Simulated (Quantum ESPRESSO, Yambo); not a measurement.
# Quasiparticle gap of MoS2 (R3m) in Yambo, part 2 of 3

How does a plane-wave GW calculation on MoS2 (R3m) run from the first input to the gap?

Quantum ESPRESSO 7.5 and Yambo 5.3.0; PBE and many-body steps on it, plane waves. Known limits of the many-body steps: not at the basis limit; no spin-orbit coupling.

So far. Step 2 (Ground state): The gap is indirect, with the least direct gap 1.03 eV higher. Step 3 (Bands along the symmetry lines): The gap is 0.914 eV, −0.102 eV from the run before at this level.

## 4. Empty states on the mesh, 4×4×4 mesh, 133 bands

Level of this step: DFT, PBE, plane waves, norm-conserving pseudopotentials (Quantum ESPRESSO).

The sums over transitions need many empty states on a uniform mesh; this step solves for them.

pw.in

```
&control
  calculation = 'nscf'
  prefix = 'x'
  outdir = 'o'
  pseudo_dir = 'pseudo'
/
&system
  ibrav = 0
  nat = 3
  ntyp = 2
  ecutwfc = 72.0
  nbnd = 133
  force_symmorphic = .true.
/
&electrons
  conv_thr = 1e-9
  electron_maxstep = 80
  diago_full_acc = .true.
  diago_thr_init = 5e-6
/
ATOMIC_SPECIES
  Mo 95.95 Mo.upf
  S 32.06 S.upf
CELL_PARAMETERS angstrom
  1.5800000000 0.9122134253 6.1500000000
  -1.5800000000 0.9122134253 6.1500000000
  -0.0000000000 -1.8244268506 6.1500000000
ATOMIC_POSITIONS crystal
  Mo 0.0000947593 0.0000947593 0.0000947593
  S 0.2486318087 0.2486318087 0.2486318087
  S 0.4182734320 0.4182734320 0.4182734320
K_POINTS automatic
  4 4 4 0 0 0
```

The run is started by

```sh
$ OMP_NUM_THREADS=1 mpirun -n 4 pw.x -nk 4 -in pw.in > pw.out
```

Output:

```text
[banner, memory and clock lines left out]
Program PWSCF v.7.5 starts

     Atomic positions and unit cell read from directory:
     o/x.save/

     Message from routine setup:
     using ibrav=0 with symmetry is DISCOURAGED, use correct ibrav instead

     G-vector sticks info

     bravais-lattice index     =            0
     lattice parameter (alat)  =      12.1224  a.u.
     unit-cell volume          =     358.9025 (a.u.)^3
     number of atoms/cell      =            3
     number of atomic types    =            2
     number of electrons       =        26.00
     number of Kohn-Sham states=          133
     kinetic-energy cutoff     =      72.0000  Ry
     charge density cutoff     =     288.0000  Ry
     Exchange-correlation= PBE
                           (   1   4   3   4   0   0   0)

     celldm(1)=  12.122418  celldm(2)=   0.000000  celldm(3)=   0.000000
     celldm(4)=   0.000000  celldm(5)=   0.000000  celldm(6)=   0.000000

     crystal axes: (cart. coord. in units of alat)
               a(1) = (   0.246301   0.142202   0.958704 )
               a(2) = (  -0.246301   0.142202   0.958704 )
               a(3) = (  -0.000000  -0.284404   0.958704 )

     reciprocal axes: (cart. coord. in units 2 pi/alat)
               b(1) = (  2.030034  1.172041  0.347691 )
               b(2) = ( -2.030034  1.172041  0.347691 )
               b(3) = (  0.000000 -2.344081  0.347691 )
     Pseudo is Norm-conserving + core correction, Zval = 14.0
     Generated using ONCVPSP code by D. R. Hamann
     Using radial grid of 1640 points,  6 beta functions with:
     Pseudo is Norm-conserving + core correction, Zval =  6.0
     Generated using ONCVPSP code by D. R. Hamann
     Using radial grid of 1146 points,  6 beta functions with:
     Mo               14.00    95.95000     Mo( 1.00)
     S                 6.00    32.06000     S ( 1.00)

      6 Sym. Ops. (no inversion) found

   Cartesian axes

     site n.     atom                  positions (alat units)
         1        Mo     tau(   1) = (   0.0000000   0.0000000   0.0002725  )
         2        S      tau(   2) = (  -0.0000000   0.0000000   0.7150933  )
         3        S      tau(   3) = (   0.0000000   0.0000000   1.2030018  )

     number of k points=    13
                       cart. coord. in units 2pi/alat
        k(    1) = (   0.0000000   0.0000000   0.0000000), wk =   0.0312500
        k(    2) = (   0.0000000  -0.5860203   0.0869229), wk =   0.1875000
        k(    3) = (   0.0000000   1.1720406  -0.1738457), wk =   0.0937500
[...]
k(   12) = (   1.5225254   0.2930102  -0.1738457), wk =   0.1875000
        k(   13) = (   0.0000000   0.0000000  -0.5215372), wk =   0.0312500

     Dense  grid:    29607 G-vectors     FFT dimensions: (  72,  72,  72)

     The potential is recalculated from file :
     o/x.save/charge-density

     Starting wfcs are   18 randomized atomic wfcs +  115 random wfcs

     Band Structure Calculation

     End of band structure calculation

          k = 0.0000 0.0000 0.0000 (  3661 PWs)   bands (ev):

   -50.4065 -24.5634 -24.3262 -24.3262  -3.8788  -2.2114   4.2159   7.8577
     7.8577   8.9527   8.9527   9.9123   9.9394  13.1969  13.1969  13.5615
    13.5615  16.7213  19.2338  19.7689  21.3040  21.3040  22.9933  22.9933
[...]
[... 5 further rows ...]
[...]
93.4639  93.4639  94.9285  94.9285  95.5404

          k = 0.0000-0.5860 0.0869 (  3699 PWs)   bands (ev):

[...]
[... 5 further rows ...]
[...]
94.9427  95.3494  95.6750  95.8208  96.6111

          k = 0.0000 1.1720-0.1738 (  3714 PWs)   bands (ev):

[...]
62.4224  62.9320  63.1699  64.8018  65.7688  66.3642  66.5671  66.7474
     [... 5 further rows ...]
    91.9639  92.8508  93.4902  93.7837  94.0126  94.8159  95.2481  95.5931
    96.4934  97.0977  98.0617  98.6901  99.2373

          k =-0.5075-0.2930 0.1738 (  3700 PWs)   bands (ev):

     [... further k-points ...]

     highest occupied, lowest unoccupied level (ev):    11.1288   12.3496

     XML data file, pseudopotentials, collected wavefunctions
```

Wall time 45 s (4 MPI ranks of Arm Neoverse V1, shared host); peak memory 0.43 GiB.

Numbers from this step:

```yaml
gap: 1.221 eV
k_of_the_valence_top: -0.5, -0.5, -0.5
k_of_the_conduction_bottom: 0, 0.25, -0.25
least_direct_gap: 2.169 eV
k_points_computed: 13
lowest_point_of_the_top_converged_band_above_the_valence_top: 84.4117 eV
```

On this mesh the gap is 1.221 eV. The earlier step found 1.016 eV, so this mesh misses an edge.

## 5. Conversion and set-up

This step: Yambo 5.3.0; conversion and set-up on PBE, plane waves, norm-conserving pseudopotentials.

The states are converted to the many-body program's format and the q mesh is built.

The run is started by

```sh
$ (cd o/x.save; p2y > p2y.log; mv SAVE ../..); yambo > setup.log
```

Output:

```text
 Yambo, version 5.3.0

 [02] CORE Variables Setup
 =========================

  [02.01] Unit cells
  ==================

  Cell kind             :  Unknown
  Atoms in the cell     :  Mo  S
  number of Mo atoms    :  1
  number of S  atoms    :  2

  List of atomic masses
  Mass of Mo    :  95.95000
  Mass of S     :  32.06000

  List of atomic coordinates    : [cc]
  Mo1       :  0.11423E-19  0.99745E-21  0.33038E-02  order 1
  S1       : -0.34058E-16  0.66085E-16   8.6687      order 2
  S2       :  0.79719E-16  0.25684E-16   14.583      order 3

  Alat factors          :  11.62182  11.62182  11.62182 [a.u.]
  Direct lattice volume :  358.9025 [a.u.]
  Direct lattice vectors:  A[ 1 ]  A[ 2 ]  A[ 3 ]
   A[ 1 ]:  0.256911  0.148327  1.000000  [iru]
    2.98577   1.72383  11.62182  [cc]
   A[ 2 ]: -0.256911  0.148327  1.000000  [iru]
   -2.98577   1.72383  11.62182  [cc]
   A[ 3 ]: -0.000000 -0.296655  1.000000  [iru]
   -0.00000  -3.44767  11.62182  [cc]

  Recip. lattice volume :  0.691135 [a.u.]
  Recip. lattice vectors:  B[ 1 ]  B[ 2 ]  B[ 3 ]
   B[ 1 ]:  1.946203  1.123641  0.333333  [iku]
   1.052189  0.607482  0.180212  [cc]
   B[ 2 ]: -1.946203  1.123641  0.333333  [iku]
  -1.052189  0.607482  0.180212  [cc]
   B[ 3 ]:  0.41657E-17  -2.2473      0.33333      [iku]
   0.22521E-17  -1.2150      0.18021      [cc]

  [02.02] Symmetries
  ==================

  Inversion symmetry    : yes
  Spatial inversion     : no
  Inversion index       :   7
  K-space Time-reversal : yes
  Magnetic symmetries   : no
  Time-reversal derived K-space symmetries:   7  12
  Group table correct   : yes
  Symmetries units      :  [cc]

   [S  1]:   1.0000      0.41030E-17 -0.12906E-15 -0.17161E-16   1.0000     -0.20392E-16 -0.26183E-17 -0.52934E-17   1.0000
   [S  2]: -0.50000      0.86603     -0.12906E-15 -0.86603     -0.50000     -0.20392E-16 -0.10571E-16 -0.27760E-16   1.0000
   [S  3]: -0.50000     -0.86603     -0.12906E-15  0.86603     -0.50000     -0.20392E-16  0.10571E-16 -0.27760E-16   1.0000
   [S  4]:  -1.0000      0.41030E-17 -0.12906E-15  0.17161E-16   1.0000     -0.20392E-16  0.26183E-17 -0.52934E-17   1.0000
   [S  5]:  0.50000      0.86603     -0.12906E-15  0.86603     -0.50000     -0.20392E-16  0.10571E-16 -0.27760E-16   1.0000
   [S  6]:  0.50000     -0.86603     -0.12906E-15 -0.86603     -0.50000     -0.20392E-16 -0.10571E-16 -0.27760E-16   1.0000
   [S* 7]:  -1.0000     -0.41030E-17  0.12906E-15  0.17161E-16  -1.0000      0.20392E-16  0.26183E-17  0.52934E-17  -1.0000
   [S* 8]:  0.50000     -0.86603      0.12906E-15  0.86603      0.50000      0.20392E-16  0.10571E-16  0.27760E-16  -1.0000
   [S* 9]:  0.50000      0.86603      0.12906E-15 -0.86603      0.50000      0.20392E-16 -0.10571E-16  0.27760E-16  -1.0000
   [S*10]:   1.0000     -0.41030E-17  0.12906E-15 -0.17161E-16  -1.0000      0.20392E-16 -0.26183E-17  0.52934E-17  -1.0000
[...]
K [ 9]         [rlu]:  0.250000  0.250000 -0.500000
[...]
K [10]         [rlu]:  0.250000  0.250000 -0.250000
[...]
K [11]         [rlu]:  0.250000 -0.500000 -0.500000
[...]
K [12]         [rlu]:  0.250000 -0.500000 -0.250000
         WF components:   3706
  K [13]         [rlu]: -0.500000 -0.500000 -0.500000
         WF components:   3662

  [02.05] Energies & Occupations
  ==============================

  [X] === General ===
  [X] Electronic Temperature                        :  0.000000  0.000000 [eV K]
  [X] Bosonic    Temperature                        :  0.000000  0.000000 [eV K]
  [X] Finite Temperature mode                       : no
  [X] El. density                                   :  0.48887E+24 [cm-3]
  [X] Fermi Level                                   :  11.12878 [eV]

  [X] === Gaps and Widths ===
  [X] Conduction Band Min                           :  1.220853 [eV]
  [X] Valence Band Max                              :  0.000000 [eV]
  [X] Filled Bands                                  :  13
  [X] Empty Bands                                   :   14  133
  [X] Direct Gap                                    :  2.168932 [eV]
  [X] Direct Gap localized at k                     :  13
  [X] Indirect Gap                                  :  1.220853 [eV]
  [X] Indirect Gap between kpts                     :  13   6
  [X] Last valence band width                       :  1.498424 [eV]
  [X] 1st conduction band width                     :  0.948079 [eV]

  E @ K [ 1]:  [eV]
  -61.53527 -35.69214 -35.45495 -35.45495 -15.00756 -13.34017  -6.91291  -3.27112
[...]
occ @ K [ 1]
[...]
E @ K [ 2]:  [eV]
[...]
occ @ K [ 2]
[...]
E @ K [ 3]:  [eV]
[...]
occ @ K [ 3]
[...]
E @ K [ 8]:  [eV]
[...]
occ @ K [ 8]
[...]
E @ K [ 9]:  [eV]
[...]
occ @ K [ 9]
[...]
E @ K [10]:  [eV]
[...]
occ @ K [10]
[...]
E @ K [11]:  [eV]
[...]
occ @ K [11]
[...]
E @ K [12]:  [eV]
[...]
occ @ K [12]
[...]
E @ K [13]:  [eV]
[...]
occ @ K [13]
[...]
0.000000  0.000000  0.000000  0.000000  0.000000  0.000000  0.000000  0.000000
   0.000000  0.000000  0.000000  0.000000  0.000000  0.000000  0.000000  0.000000

 [03] Transferred momenta grid and indexing
 ==========================================

 IBZ Q-points                                      :  13
 BZ  Q-points                                      :   64

 K/Q-points units:
 rlu = crystal or reduced units; cc = cartesian coordinates; iku = interal k-units

 Q [ 1]         [rlu]:  0.000000  0.000000  0.000000
 Q [ 2]         [rlu]:  0.20796E-16  0.20796E-16  0.25000
 Q [ 3]         [rlu]: -0.39506E-16 -0.39506E-16 -0.50000
[...]
Q [ 8]         [rlu]:  0.250000  0.250000  0.250000
 Q [ 9]         [rlu]:  0.250000  0.250000  0.500000
 Q [10]         [rlu]:  0.250000  0.250000 -0.250000
 Q [11]         [rlu]:  0.250000  0.500000  0.500000
 Q [12]         [rlu]:  0.250000  0.500000  0.750000
 Q [13]         [rlu]: -0.500000 -0.500000 -0.500000

  [03.01] X indexes
  =================

   [03.01.01] Sigma indexes
   ========================

 [06] Game Over & Game summary
```

The job ended after 2.3 s (1 MPI rank; peak memory 0.24 GiB).

[end of part 2 of 3]

[Paths, hosts, dates, memory and timing lines, banners, echoed tables and standing remarks are left out of the program output.]

[Logs are printed without paths, hosts, clocks, repeated set-up lines and the standing remarks that a program may print on its own settings, such as how far it seeks lower states.]

[Runs of the session that timed out or met a known fault of the program may be left out.]

[Hosts, paths, dates, database ids (printed as entryN), source tags and the programs' standing remarks are cut or masked in the printed files.]
